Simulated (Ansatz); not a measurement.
# KCoF3 (Pm-3m): how robust is the cRPA U?

Aim: hold the target of a cRPA run on KCoF3 (Pm-3m) and move one thing at a time.

Method: constrained RPA on LDA, plane waves, PAW, in Ansatz 0.2.0.

**1. Set-up**

The structure is cubic, space group Pm-3m (No. 221). Conventional cell: a = 4.071 Å, b = 4.071 Å, c = 4.071 Å, α = 90.00°, β = 90.00°, γ = 90.00°. Nearest to K lie 12 F at 2.88 Å. Nearest to Co lie 6 F at 2.04 Å. Nearest to F lie 2 Co at 2.04 Å and 4 K at 2.88 Å. Farther neighbours and most contacts between anions are not listed.

As a file:

```cif
data_structure
_symmetry_space_group_name_H-M 'Pm-3m'
_symmetry_Int_Tables_number 221
_cell_length_a 4.0710
_cell_length_b 4.0710
_cell_length_c 4.0710
_cell_angle_alpha 90.000
_cell_angle_beta 90.000
_cell_angle_gamma 90.000
_cell_volume 67.47
loop_
_atom_site_label
_atom_site_type_symbol
_atom_site_symmetry_multiplicity
_atom_site_Wyckoff_symbol
_atom_site_fract_x
_atom_site_fract_y
_atom_site_fract_z
_atom_site_occupancy
K1 K 1 a 0.00000 0.00000 0.00000 1
Co1 Co 1 b 0.50000 0.50000 0.50000 1
F1 F 3 c 0.00000 0.50000 0.50000 1
```

The cell and positions come from the Crystallography Open Database and are kept as given unless a step says otherwise. The program's search for lower electronic states was switched off, so nothing shows that the state found is the lowest. The default PAW set here is soft_2. Its files were made with PBE.

**2. Base: Co d, bands v4 to c1, 6×6×6 mesh, medium accuracy**

Constrained RPA screens the interaction with every transition except those inside the target bands, which a later many-body model would treat itself.

The input, input.yaml:

```yaml
crystal:
  lattice:
    - [-4.071, 0.0, 0.0]
    - [0.0, 0.0, -4.071]
    - [0.0, -4.071, 0.0]
  atoms:
    - { symbol: K, position: [0.0, 0.0, 0.0] }
    - { symbol: Co, position: [0.5, 0.5, 0.5] }
    - { symbol: F, position: [0.0, 0.5, 0.5] }
    - { symbol: F, position: [0.5, 0.0, 0.5] }
    - { symbol: F, position: [0.5, 0.5, 0.0] }
kpoints:
  mp_grid: { grid: [6, 6, 6] }
hamiltonian:
  xc: lda
scf:
  occupations: { method: gaussian, width: 0.08 }
  n_extra_bands: 19
  max_iter: 150
  lower_state_search: "off"
output:
  crpa:
    kmesh: [6, 6, 6]
    target_bands: [v4, c1]
    projections: [{ species: Co, l: d, shell: 3 }]
  local_orbitals:
    kmesh: [6, 6, 6]
    orbitals: [{ species: Co, l: d, shell: 3 }]
    window: { bands: [v4, c1] }
    seedname: lo
```

Run with:

```sh
$ ansatz run input.yaml --threads 4 --pin off --max-ram 14745MiB --backend cpu --events-out ev --progress --plain --runs-dir out
```

Numbers of over 12 decimals in the logs are rounded to 6 here.

The program printed:

```text
scf.n_extra_bands = 19 over 24 filled bands (N_el = 47.0): the run solves 43 bands
Engine: ansatz 0.2.0, aarch64-unknown-linux-gnu
Pseudopotentials: kind: paw
Pseudopotential: K, paw, valence charge 9, recommended cutoff 420 eV (normal), K.paw.azcp
Pseudopotential: Co, paw, valence charge 17, recommended cutoff 420 eV (normal), Co.paw.azcp
Pseudopotential: F, paw, valence charge 7, recommended cutoff 420 eV (normal), F.paw.azcp
Functional definition: SPW92
  exchange = slater_x
  correlation = pw_c
Crystal: 5 atoms, lattice volume = 67.469 Å³
Basis set: ecut = 420 eV, 1357 PW (Γ)
Bands: 43, of which v1, the nominal top of the filled ones, is band 24 counted from 1 (23 counted from 0)
Symmetry: 48 space group operations
Space group: Pm-3m (ITA 221), of the structure as read, at distance tolerance 4.1e-5 Å
k-points: 20 of 216
Non-local potential: K, projectors of the file, l = 0: 3, l = 1: 2, l = 2: 2
Non-local potential: Co, projectors of the file, l = 0: 3, l = 1: 2, l = 2: 3, l = 3: 1
Non-local potential: F, projectors of the file, l = 0: 2, l = 1: 2, l = 2: 1
PAW form: soft (Blöchl's): semilocal exchange-correlation on the pseudo side does not see the compensation charge
PAW frozen core: K, regenerated for the run's functional, and the local potential with it (the file was generated under x = pbe(κ = 0.804, μ = 0.219515), c = pbe(β = 0.066725))
PAW frozen core: Co, regenerated for the run's functional, and the local potential with it (the file was generated under x = pbe(κ = 0.804, μ = 0.219515), c = pbe(β = 0.066725))
PAW frozen core: F, regenerated for the run's functional, and the local potential with it (the file was generated under x = pbe(κ = 0.804, μ = 0.219515), c = pbe(β = 0.066725))
PAW one-centre angular grid: K, 110 points (default); XC on 64 Gauss nodes
PAW one-centre angular grid: Co, 590 points (default); XC on 64 Gauss nodes
PAW one-centre angular grid: F, 110 points (default); XC on 64 Gauss nodes
Initial density: superposition of atomic densities (neutral atoms: chi_scale 0, normalization atom), corrected by the library's trained network
Initial wavefunctions: pseudopotential atomic-orbital guess
Functional: x = slater, c = lda
SCF iter   1: F=—  HF=-8941.848626 eV  |F-HF|=—  |Δ(HF+E_count)|=         —  Δρ=2.21e-2  dr2=2.05e-1  ethr=1.77e-3  ⟨swp⟩=5.6  Hψ=3794  notcnv=0  defer=150
preconditioner: auto → LDOS  [metal: Δε(μ)=0.053 eV  Ē_g=21.135 eV  σ=0.080 eV  W_gap=0.36  n_scr=18 (ndim 8)  ℏωp=28.2 eV  f_vac=0.077  D(μ)=8.78/eV (n_scr^D=122)  β→1.0]
SCF iter   2: F=—  HF=-8941.836630 eV  |F-HF|=—  |Δ(HF+E_count)|=   1.20e-2  Δρ=2.15e-2  dr2=1.44e-1  ethr=4.36e-4  ⟨swp⟩=2.0  Hψ=1640  notcnv=0  defer=239
[...]
cRPA screening: q 2/216
cRPA screening: q 8/216 (q-point 3)
cRPA screening: q 14/216 (q-point 4)
cRPA screening: q 17/216 (q-point 8)
cRPA screening: q 29/216 (q-point 9)
cRPA screening: q 53/216 (q-point 10)
cRPA screening: q 65/216 (q-point 15)
cRPA screening: q 77/216 (q-point 16)
cRPA screening: q 89/216 (q-point 22)
[...]
cRPA screening: q 190/216 (q-point 87)
cRPA screening: q 198/216 (q-point 88)
cRPA screening: q 210/216 (q-point 94)
cRPA screening: q 216/216 (q-point 130)
SCF converged after 8 iterations
Free energy (F): -8941.785149 eV
Harris-Foulkes:  -8941.785149 eV  (|F-HF|=3.76e-9)
Internal energy: -8941.757100 eV  (E = F + TS)
E sigma→0 (E₀):  -8941.771124 eV
Entropy (-TS):   -0.028049 eV (-5.610 meV/atom)
Fermi energy:    6.300824 eV
--- Per-component energies (eV) ---
  E_band       = -601.425015
  E_kinetic    = 1309.534229
  E_local      = -6452.993310  (includes V_loc(G=0)·N_el)
  E_nonlocal   = 712.934456
  E_hartree    = 2607.718220
  E_xc         = -519.167990
  E_vxc        = -663.952035  (∫ρ·V_xc dr)
  E_paw        = -2759.086008  (= ΣΔE_a)
  E_vpaw       = -722.382602  (= ΣTr[D̂ρ^β])
  E_aug_tail   = 0.006635  (compensation charges beyond the density's cutoff)
  E_ewald      = -3841.718838
  E_core_change = 1.015506  (= ΣΔE_core)
  E_smearing   = -0.028049  (= −TS)
  E_closure    = 0.000000  (closes the sum)
  Σ components = -8941.785149   (vs F -8941.785149, Δ=0.00e0)
--- Band table (eV; the first three rows and the last of 20) ---
  k-point 0: bands = [... 20 lower, 5.5287, 5.5287, 5.5287, 5.8106, 5.8106, 9.0795, 12.6856, 12.6856, ... 15 higher]
  k-point 1: bands = [... 20 lower, 5.5340, 5.6676, 5.6676, 5.8117, 6.0997, 9.5632, 12.9046, 12.9259, ... 15 higher]
  k-point 2: bands = [... 20 lower, 5.5446, 5.8139, 5.9262, 5.9262, 6.5210, 10.7955, 13.0862, 13.3675, ... 15 higher]
  k-point 19: bands = [... 20 lower, 6.3392, 6.3392, 6.3392, 7.7066, 7.7066, 12.8232, 12.8232, 12.8232, ... 15 higher]
--- cRPA (band scheme, projected local orbitals): target bands 21..25 (1-based), 5 Wannier function(s), 6×6×6 mesh, 50 bands' worth read of 55 solved, ecut_chi 136.0 eV, v(q+G=0) probe_charge, pair densities all_electron ---
  bands read: the sum over 50 bands ends inside a degenerate multiplet in 1 slot, whose members it reads at an even weight; the widest, k=129: bands 49 to 51 (counted from 1) at 2/3 each
  χ-basis size per q: N_G = 232..280
  window electrons = 7.0000, filled by tetrahedron_uncorrected; constrained ε̄⁻¹(q = 0, 0) head = 0.419583; min gauge Gram eig = 0.7237
  Kanamori averages over each shell's own Wannier functions (sites counted from 0, functions from 1):
    Site 1, 3D, 5 of 5 d orbitals (Wannier functions 1, 2, 3, 4, 5; wannier90's mr 1, 2, 3, 4, 5):
      screened: U = 7.6734 eV, U' = 6.4129 eV, J = 0.6362 eV
      screened d-shell averages: U_bar = F0 = 6.6650 eV, J_bar = 0.8883 eV
      screened, to within: U = 2.6e-2 eV, U' = 2.6e-2 eV, J = 9.7e-4 eV
      screened d-shell averages, to within: U_bar = 2.4e-2 eV, J_bar = 1.4e-3 eV
      bare: V = 22.6341 eV, V' = 21.0663 eV, J = 0.7666 eV
      bare d-shell averages: V_bar = F0 = 21.3799 eV, J_bar = 1.0801 eV
  Hermiticity witness max|P − P†| over intra, direct and exchange elements: 1.42e-14 eV (screened), 3.55e-15 eV (bare)
  Reality witness max|Im| over intra, direct and exchange elements: 7.14e-19 eV (screened), 1.71e-18 eV (bare)
```

Run time: 8.2 min. Hardware: 4 threads of Arm Neoverse V1, shared host; peak memory 0.82 GiB; 32 min of CPU time.

Numbers from this step:

- U: 7.673 eV
- U prime (inter-orbital): 6.413 eV
- J: 0.6362 eV
- bare V: 22.63 eV
- bare J: 0.7666 eV
- stated bound on U: 0.02505 eV
- U over bare V: 0.3390
- electrons in the window: 7.000
- head of the constrained inverse dielectric matrix: 0.4196
- least eigenvalue of the projection's overlap: 0.7237
- target functions: 5
- bands in the sums: 50
- r.m.s. miss of the model bands: 2.92e-4 eV
- width of the target bands: 2.178 eV
- weight of the projected orbitals in the window: 0.8906

On the Co d shell, screening brings the on-site interaction from 22.6 eV down to U = 7.67 eV.

**3. Changed: 4×4×4 mesh**

input.yaml: that of step 2 with these lines changed.

```diff
@@ -22,9 +22,4 @@
   crpa:
-    kmesh: [6, 6, 6]
+    kmesh: [4, 4, 4]
     target_bands: [v4, c1]
     projections: [{ species: Co, l: d, shell: 3 }]
-  local_orbitals:
-    kmesh: [6, 6, 6]
-    orbitals: [{ species: Co, l: d, shell: 3 }]
-    window: { bands: [v4, c1] }
-    seedname: lo
```

The program printed:

```text
[...]
Crystal: 5 atoms, lattice volume = 67.469 Å³
Basis set: ecut = 420 eV, 1357 PW (Γ)
Bands: 43, of which v1, the nominal top of the filled ones, is band 24 counted from 1 (23 counted from 0)
Symmetry: 48 space group operations
[...]
k-points: 20 of 216
[...]
SCF iter   1: F=—  HF=-8941.848626 eV  |F-HF|=—  |Δ(HF+E_count)|=         —  Δρ=2.21e-2  dr2=2.05e-1  ethr=1.77e-3  ⟨swp⟩=5.6  Hψ=3794  notcnv=0  defer=150
[...]
SCF iter   8: F=-8941.785149 eV  HF=-8941.785149 eV  |F-HF|=3.76e-9  |Δ(HF+E_count)|=   1.17e-7  Δρ=6.49e-6  dr2=1.69e-8  ethr=2.13e-10  ⟨swp⟩=9.2  Hψ=4478  notcnv=0
SCF 1 converged in 8 iterations: F = -8941.785149 eV  dr2 = 1.69e-8
[...]
NSCF: frozen V_eff on 10 k-points
[...]
cRPA screening: q 1/64
cRPA screening: q 2/64
cRPA screening: q 8/64 (q-point 3)
cRPA screening: q 11/64 (q-point 6)
cRPA screening: q 23/64 (q-point 7)
[...]
E sigma→0 (E₀):  -8941.771124 eV
Entropy (-TS):   -0.028049 eV (-5.610 meV/atom)
Fermi energy:    6.300824 eV
[...]
--- Band table (eV; the first three rows and the last of 20) ---
  k-point 0: bands = [... 20 lower, 5.5287, 5.5287, 5.5287, 5.8106, 5.8106, 9.0795, 12.6856, 12.6856, ... 15 higher]
  k-point 1: bands = [... 20 lower, 5.5340, 5.6676, 5.6676, 5.8117, 6.0997, 9.5632, 12.9046, 12.9259, ... 15 higher]
  k-point 2: bands = [... 20 lower, 5.5446, 5.8139, 5.9262, 5.9262, 6.5210, 10.7955, 13.0862, 13.3675, ... 15 higher]
  k-point 19: bands = [... 20 lower, 6.3392, 6.3392, 6.3392, 7.7066, 7.7066, 12.8232, 12.8232, 12.8232, ... 15 higher]
[...]
χ-basis size per q: N_G = 232..280
[...]
screened: U = 7.7301 eV, U' = 6.4688 eV, J = 0.6364 eV
      screened d-shell averages: U_bar = F0 = 6.7210 eV, J_bar = 0.8887 eV
      screened, to within: U = 2.5e-2 eV, U' = 2.5e-2 eV, J = 9.6e-4 eV
      screened d-shell averages, to within: U_bar = 2.4e-2 eV, J_bar = 1.4e-3 eV
      bare: V = 22.6495 eV, V' = 21.0814 eV, J = 0.7668 eV
      bare d-shell averages: V_bar = F0 = 21.3950 eV, J_bar = 1.0804 eV
[...]
[key lines of the parts left out:]
SCF converged after 8 iterations
Free energy (F): -8941.785149 eV
```

Run time: 77 s. Hardware: 4 threads; peak memory 0.59 GiB.

Numbers from this step:

```
U                                                 : 7.730 eV
U prime (inter-orbital)                           : 6.469 eV
J                                                 : 0.6364 eV
bare V                                            : 22.65 eV
bare J                                            : 0.7668 eV
stated bound on U                                 : 0.02497 eV
U over bare V                                     : 0.3413
electrons in the window                           : 7.000
head of the constrained inverse dielectric matrix : 0.4259
least eigenvalue of the projection's overlap      : 0.7237
target functions                                  : 5
bands in the sums                                 : 50
width of the target bands                         : 2.178 eV
weight of the projected orbitals in the window    : 0.8906
```

On the Co d shell, screening brings the on-site interaction from 22.6 eV down to U = 7.73 eV.

**4. Changed: 2×2×2 mesh**

input.yaml: that of step 3 with these lines changed.

```diff
@@ -22,3 +22,3 @@
   crpa:
-    kmesh: [4, 4, 4]
+    kmesh: [2, 2, 2]
     target_bands: [v4, c1]
```

The program printed:

```text
[...]
Crystal: 5 atoms, lattice volume = 67.469 Å³
Basis set: ecut = 420 eV, 1357 PW (Γ)
Bands: 43, of which v1, the nominal top of the filled ones, is band 24 counted from 1 (23 counted from 0)
Symmetry: 48 space group operations
[...]
k-points: 20 of 216
[...]
χ-basis size per q: N_G = 232..280
[...]
screened: U = 8.3763 eV, U' = 7.0903 eV, J = 0.6429 eV
      screened d-shell averages: U_bar = F0 = 7.3475 eV, J_bar = 0.9001 eV
      screened, to within: U = 2.1e-2 eV, U' = 2.1e-2 eV, J = 9.9e-4 eV
      screened d-shell averages, to within: U_bar = 1.9e-2 eV, J_bar = 1.4e-3 eV
      bare: V = 22.9360 eV, V' = 21.3554 eV, J = 0.7756 eV
      bare d-shell averages: V_bar = F0 = 21.6715 eV, J_bar = 1.0917 eV
[...]
[key lines of the parts left out:]
SCF converged after 8 iterations
Free energy (F): -8941.785149 eV
Fermi energy:    6.300824 eV
```

Elapsed: 9.5 s, on 4 threads; peak memory 0.5 GiB; 33 s of CPU time.

Numbers from this step:

| Quantity | Value |
| --- | --- |
| U | 8.376 eV |
| U prime (inter-orbital) | 7.090 eV |
| J | 0.6429 eV |
| bare V | 22.94 eV |
| bare J | 0.7756 eV |
| stated bound on U | 0.02026 eV |
| U over bare V | 0.3652 |
| electrons in the window | 7.000 |
| head of the constrained inverse dielectric matrix | 0.4116 |
| least eigenvalue of the projection's overlap | 0.7237 |
| target functions | 5 |
| bands in the sums | 50 |
| width of the target bands | 2.178 eV |
| weight of the projected orbitals in the window | 0.8906 |

On the Co d shell, screening brings the on-site interaction from 22.9 eV down to U = 8.38 eV.

**5. Changed: smooth pair densities**

input.yaml: that of step 4 with these lines changed.

```diff
@@ -22,4 +22,5 @@
   crpa:
-    kmesh: [2, 2, 2]
+    kmesh: [6, 6, 6]
     target_bands: [v4, c1]
     projections: [{ species: Co, l: d, shell: 3 }]
+    pair_densities: pseudo
```

The program printed:

```text
[...]
Crystal: 5 atoms, lattice volume = 67.469 Å³
Basis set: ecut = 420 eV, 1357 PW (Γ)
Bands: 43, of which v1, the nominal top of the filled ones, is band 24 counted from 1 (23 counted from 0)
Symmetry: 48 space group operations
[...]
k-points: 20 of 216
[...]
screened, to within: U = 3.1e-3 eV, U' = 3.1e-3 eV, J = 1.7e-4 eV
      screened d-shell averages, to within: U_bar = 2.8e-3 eV, J_bar = 2.3e-4 eV
      screened, sum over states alone: U = 8.6436 eV, U' = 7.1323 eV, J = 0.7445 eV
      screened d-shell averages, sum over states alone: U_bar = F0 = 7.4345 eV, J_bar = 1.0467 eV
      bare: V = 22.6341 eV, V' = 21.0663 eV, J = 0.7666 eV
      bare d-shell averages: V_bar = F0 = 21.3799 eV, J_bar = 1.0801 eV
[...]
[key lines of the parts left out:]
SCF converged after 8 iterations
Free energy (F): -8941.785149 eV
Fermi energy:    6.300824 eV
```

Elapsed: 12 min, on 4 threads; peak memory 0.76 GiB.

Numbers from this step:

| Item | Value |
| --- | --- |
| U | 7.750 eV |
| U prime (inter-orbital) | 6.405 eV |
| J | 0.6817 eV |
| bare V | 22.63 eV |
| bare J | 0.7666 eV |
| stated bound on U | 0.003048 eV |
| U over bare V | 0.3424 |
| electrons in the window | 7.000 |
| head of the constrained inverse dielectric matrix | 0.4201 |
| least eigenvalue of the projection's overlap | 0.7237 |
| target functions | 5 |
| bands in the sums | 50 |
| width of the target bands | 2.178 eV |
| weight of the projected orbitals in the window | 0.8906 |

On the Co d shell, screening brings the on-site interaction from 22.6 eV down to U = 7.75 eV.

**6. Changed: accuracy high**

input.yaml: that of step 5 with these lines changed.

```diff
@@ -25,2 +25,2 @@
     projections: [{ species: Co, l: d, shell: 3 }]
-    pair_densities: pseudo
+    accuracy: high
```

The program printed:

```text
[...]
Crystal: 5 atoms, lattice volume = 67.469 Å³
Basis set: ecut = 420 eV, 1357 PW (Γ)
Bands: 43, of which v1, the nominal top of the filled ones, is band 24 counted from 1 (23 counted from 0)
Symmetry: 48 space group operations
[...]
k-points: 20 of 216
[...]
χ-basis size per q: N_G = 232..280
[...]
screened: U = 7.6756 eV, U' = 6.4148 eV, J = 0.6363 eV
      screened d-shell averages: U_bar = F0 = 6.6670 eV, J_bar = 0.8884 eV
      screened, to within: U = 9.3e-4 eV, U' = 9.3e-4 eV, J = 8.7e-5 eV
      screened d-shell averages, to within: U_bar = 7.9e-4 eV, J_bar = 1.3e-4 eV
      bare: V = 22.6341 eV, V' = 21.0663 eV, J = 0.7666 eV
      bare d-shell averages: V_bar = F0 = 21.3799 eV, J_bar = 1.0801 eV
[...]
[key lines of the parts left out:]
SCF converged after 8 iterations
Free energy (F): -8941.785149 eV
Fermi energy:    6.300824 eV
```

It took 14 min on 4 threads; peak memory 0.9 GiB.

Numbers from this step:

```yaml
u: 7.676 eV
u_prime_inter_orbital: 6.415 eV
j: 0.6363 eV
bare_v: 22.63 eV
bare_j: 0.7666 eV
stated_bound_on_u: 9.22e-4 eV
u_over_bare_v: 0.3391
electrons_in_the_window: 7.000
head_of_the_constrained_inverse_dielectric_matrix: 0.4196
least_eigenvalue_of_the_projection_s_overlap: 0.7237
target_functions: 5
bands_in_the_sums: 50
width_of_the_target_bands: 2.178 eV
weight_of_the_projected_orbitals_in_the_window: 0.8906
```

On the Co d shell, screening brings the on-site interaction from 22.6 eV down to U = 7.68 eV.

**7. Changed: sums without a band count**

input.yaml: that of step 6 with these lines changed.

```diff
@@ -25,2 +25,2 @@
     projections: [{ species: Co, l: d, shell: 3 }]
-    accuracy: high
+    accuracy: sum_over_states
```

The program printed:

```text
Error: 2 input errors — fix all and re-run
  1. invalid value for `output.crpa.n_empty_bands`: is left out, and the sums over bands alone (accuracy: sum_over_states under output.crpa) have no default for it, since their result follows it; type one, or take accuracy: low, medium or high under output.crpa
  2. invalid value for `output.crpa.ecut_chi`: is left out, and the sums over bands alone (accuracy: sum_over_states under output.crpa) have no default for it, since their result follows it; type one, or take accuracy: low, medium or high under output.crpa
```

Wall time 0.11 s (4 threads); peak memory 0.086 GiB.

The input was rejected at the start.

The program's message: “Error: 2 input errors — fix all and re-run”

The fault put into this input: sums without a band count.

(Part 1 of 2 ends here.)

[Paths, hosts, dates, memory and timing lines, banners, echoed tables and standing remarks are left out of the program output.]

[Logs are printed without paths, hosts, clocks, repeated set-up lines and the standing remarks that a program may print on its own settings, such as how far it seeks lower states.]

[Runs of the session that timed out or met a known fault of the program may be left out.]

[Hosts, paths, dates, database ids (printed as entryN), source tags and the programs' standing remarks are cut or masked in the printed files.]
